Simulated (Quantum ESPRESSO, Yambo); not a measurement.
Planning a run of Yambo 5.3.0 on SnTe (Fm-3m). The input:

```
optics
bss
bse
em1s
dipoles
rim_cut
RandQpts= 1000000
RandGvec= 1 RL
Chimod= "HARTREE"
BSKmod= "SEX"
BSEmod= "resonant"
BSSmod= "d"
BSENGexx= 30 Ry
BSENGBlk= 6 Ry
% BSEQptR
 3 | 3 |
%
% BSEBands
 43 | 52 |
%
% BEnRange
 0 | 3 | eV
%
% BDmRange
 0.1 | 0.1 | eV
%
BEnSteps= 61
% BLongDir
 1 | 0 | 0 |
%
% BndsRnXs
 1 | 130 |
%
NGsBlkXs= 6 Ry
% LongDrXs
 1 | 1 | 1 |
%
% KfnQP_E
 0.088 | 1.0 | 1.0 |
%
WRbsWF
```

The database entry behind the starting cell differs from later determinations by our own check (about 0.3 % short), so it need not match the best structure at ambient conditions.

```sh
OMP_NUM_THREADS=2 mpirun -n 2 yambo -F bse6.in -J bse6,bse3_W -C bse6 > bse6.log
```

The stored states that it reads are on a 4×4×4 mesh. It takes space group Fm-3m (No. 225, cubic). Conventional cell: a = 6.302 Å, b = 6.302 Å, c = 6.302 Å, α = 90.00°, β = 90.00°, γ = 90.00°. Sn has 6 Te at 3.15 Å nearest. Te has 6 Sn at 3.15 Å nearest. Farther neighbours and most contacts between anions are not listed.

Estimate wall time and host memory on 2 MPI ranks of Arm Neoverse V1, shared host.

It took 74 s; on shared hardware allow 37 s to 2.5 min. Peak host memory was 1.1 GiB.

The kernel grows as the square of the matrix size, and full diagonalisation as its cube.

[Paths, hosts, dates, memory and timing lines, banners, echoed tables and standing remarks are left out of the program output.]

[Logs are printed without paths, hosts, clocks, repeated set-up lines and the standing remarks that a program may print on its own settings, such as how far it seeks lower states.]

[Runs of the session that timed out or met a known fault of the program may be left out.]

[Hosts, paths, dates, database ids (printed as entryN), source tags and the programs' standing remarks are cut or masked in the printed files.]
